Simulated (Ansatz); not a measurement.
# Anharmonic phonons and stability of ThIn3 (Pm-3m), part 3 of 3

Wanted: self-consistent phonon frequencies, thermal pressure and a stability verdict for ThIn3.

Ansatz 0.2.0; DFT PBEsol, scalar-relativistic, plane waves, PAW.

So far. Step 3 (Single point at the given cell, occupations Gaussian …): The static pressure at this volume is -8.8 GPa, so this functional's own equilibrium cell is smaller. Step 4 (The given cell once more, occupations …): The static pressure at this volume is -8.8 GPa, so this functional's own equilibrium cell is smaller.

### 6. Sampling the crystal at temperature (continued)

600 K; each column in its own order of rank; one wavevector of each set of like ones; translations left out; no LO-TO term. Modes at 600K, by row, the first 40 of 45 rows:

```
 q1   q2   q3  rank  harmonic (cm⁻¹)  gaussian (cm⁻¹)  gaussian error (cm⁻¹)  hessian (cm⁻¹)  hessian error (cm⁻¹)  path integral (cm⁻¹)  path integral error (cm⁻¹)
  0    0    0     1             48.4             56.9                    0.1            53.8                   0.2                  53.4                         0.3
  0    0    0     2             48.4             56.9                    0.1            53.8                   0.2                  53.4                         0.3
  0    0    0     3             48.4             56.9                    0.1            53.8                   0.2                  53.4                         0.3
  0    0    0     4             73.7             77.8                    0.2            73.1                   0.3                  72.2                         0.3
  0    0    0     5             73.7             77.8                    0.2            73.1                   0.3                  72.2                         0.3
  0    0    0     6             73.7             77.8                    0.2            73.1                   0.3                  72.2                         0.3
  0    0    0     7               98            104.1                    0.3              99                   0.5                  98.4                         0.5
  0    0    0     8               98            104.1                    0.3              99                   0.5                  98.4                         0.5
  0    0    0     9               98            104.1                    0.3              99                   0.5                  98.4                         0.5
  0    0  0.5     1             42.5             46.6                    0.2            43.7                   0.3                  43.4                         0.2
  0    0  0.5     2             42.5             46.6                    0.2            43.7                   0.3                  43.4                         0.2
  0    0  0.5     3             47.5               53                    0.2            49.5                   0.2                    49                         0.3
  0    0  0.5     4             49.7               53                    0.2            49.5                   0.2                    49                         0.3
  0    0  0.5     5             49.7             57.2                    0.2            51.4                   0.4                  51.4                         0.4
  0    0  0.5     6             60.9             66.3                    0.2              62                   0.5                  61.4                         0.3
  0    0  0.5     7             73.3             80.7                    0.3            75.4                   0.6                  74.7                         0.4
  0    0  0.5     8             77.5             84.7                    0.2            79.2                   0.4                  78.7                         0.3
  0    0  0.5     9             77.5             84.7                    0.2            79.2                   0.4                  78.7                         0.3
  0    0  0.5    10             80.5             87.4                    0.2            82.4                   0.4                  82.2                         0.4
  0    0  0.5    11             80.5             90.2                    0.3            84.2                   0.4                    84                         0.3
  0    0  0.5    12             81.2             90.2                    0.3            84.2                   0.4                    84                         0.3
  0  0.5  0.5     1             40.7             42.5                    0.2              40                   0.3                  39.1                         0.2
  0  0.5  0.5     2             45.4             47.7                    0.2            44.4                   0.3                  43.9                         0.3
  0  0.5  0.5     3             45.4             47.7                    0.2            44.4                   0.3                  43.9                         0.3
  0  0.5  0.5     4             55.5             62.4                    0.2            57.1                   0.3                  56.8                         0.3
  0  0.5  0.5     5             59.6             65.5                    0.2            61.6                   0.3                  60.9                         0.4
  0  0.5  0.5     6             60.4             67.5                    0.3            63.4                   0.4                  63.4                         0.4
  0  0.5  0.5     7             62.4               71                    0.3            65.7                     1                  65.3                         0.3
  0  0.5  0.5     8             72.5             79.3                    0.2            73.6                   0.4                  73.2                         0.3
  0  0.5  0.5     9             72.5             79.3                    0.2            73.6                   0.4                  73.2                         0.3
  0  0.5  0.5    10             84.6             92.1                    0.2            86.4                   0.4                  85.9                         0.3
  0  0.5  0.5    11             84.6             92.1                    0.2            86.4                   0.4                  85.9                         0.3
  0  0.5  0.5    12             90.2             97.1                    0.2            91.9                   0.4                  91.4                         0.4
0.5  0.5  0.5     1             36.2               39                    0.3            36.5                   0.4                  35.8                         0.4
0.5  0.5  0.5     2             36.2               39                    0.3            36.5                   0.4                  35.8                         0.4
0.5  0.5  0.5     3             46.5             45.8                    0.3            44.2                   0.4                  43.4                         0.5
0.5  0.5  0.5     4             46.5             45.8                    0.3            44.2                   0.4                  43.4                         0.5
0.5  0.5  0.5     5             46.5             45.8                    0.3            44.2                   0.4                  43.4                         0.5
0.5  0.5  0.5     6               59             64.9                    0.2            61.1                   0.3                  60.8                         0.4
0.5  0.5  0.5     7               59             64.9                    0.2            61.1                   0.3                  60.8                         0.4
```

By temperature, by row:

```
T (K)  verdict  pressure (GPa)  error (GPa)  vibrational free energy (eV/cell)  entropy (J/mol-cell/K)  free energy beyond the Gaussian (eV/cell)  mean-square displacement of the first Th, sum over three axes, rings (Å²)  rings doubtful
  100   stable          -8.513       0.0043                          -0.009933                     116                                   -4.77e-4                                                                    0.01112           false
  300   stable          -7.923        0.019                            -0.3763                   219.5                                   -0.00404                                                                    0.03158           false
  600   stable          -7.099        0.014                             -1.172                   284.5                                    -0.0154                                                                    0.06268           false
```

The lowest frequency on the supercell's wavevectors (translations apart) by temperature:

```
temperature (K)  harmonic (cm⁻¹)  gaussian (cm⁻¹)  hessian (cm⁻¹)  path integral (cm⁻¹)
            100             36.2             36.7            36.3                  36.3
            300             36.2             38.0            36.7                  36.6
            600             36.2             39.0            36.5                  35.8
```

Free-energy Hessian at 600 K, interpolated by phonopy, no LO-TO term. The phonon branches at the labelled points (cm⁻¹):

```
    point  branch 1  branch 2  branch 3  branch 4  branch 9  branch 10  branch 11  branch 12
        Γ         0         0         0        54        73         99         99         99
  halfway        26        26        33        55        74         92         94         94
        X        44        44        50        50        79         82         84         84
  halfway        41        44        52        52        81         83         84         89
        M        40        44        44        57        74         86         86         92
  halfway        26        37        49        52        78         89         90         91
        Γ         0         0         0        54        73         99         99         99
  halfway        33        33        51        51        72         86         93         93
        R        36        36        44        44        76        102        102        102
  halfway        41        44        46        49        70         90         91         96
        X        44        44        50        50        79         82         84         84
jump to M        40        44        44        57        74         86         86         92
  halfway        38        44        44        45        73         96         96         98
        R        36        36        44        44        76        102        102        102
```

The highest branch reaches 102 cm⁻¹ on this path, at R. No branch goes imaginary on this path.

### 7. Summary of results

```yaml
100_k: stable; softest mode 36.3 cm⁻¹ (harmonic 36.2); pressure -8.51 GPa
300_k: stable; softest mode 36.7 cm⁻¹ (harmonic 36.2); pressure -7.92 GPa
600_k: stable; softest mode 36.5 cm⁻¹ (harmonic 36.2); pressure -7.10 GPa
```

At fixed cell ThIn3 is judged stable at 100 K, stable at 300 K and stable at 600 K. The crystal is harmonically stable on these wavevectors; at fixed cell its lowest frequency is 36.2 cm⁻¹ in the harmonic picture and 36.5 cm⁻¹ from the free energy at 600 K. At 600 K the largest relative shift among harmonically stable modes above 20 cm⁻¹ that exceeds three times its error is at q = (0.5, 0.5, 0.5): 67.7 cm⁻¹ becomes 76.5 ± 0.5 cm⁻¹, matching modes by rank. The pressure column includes -8.9 GPa of the lattice at rest on the supercell's coarser k-mesh; in the Gaussian the ions' motion adds +1.77 GPa at 600 K, from the supercell's own modes alone. The cell is held fixed, the 32-atom supercell samples only its own wavevectors, and linewidths are not included; the verdicts are statistical. The PAW files were made for PBE and are used here under another functional, for which the program regenerates the frozen cores. The series or run stands on the volume of the database entry, not on this functional's own equilibrium cell. The static pressure at that volume is -8.8 GPa, more than a functional's usual error, so the entry's cell or this description of the crystal is in doubt, and the figures describe a strained lattice.

[Logs are printed without paths, hosts, clocks, repeated set-up lines and the standing remarks that a program may print on its own settings, such as how far it seeks lower states.]

[Hosts, paths, dates, database ids (printed as entryN), source tags and the programs' standing remarks are cut or masked in the printed files.]

[A step with changed settings may run another functional than the one named; its input shows which.]
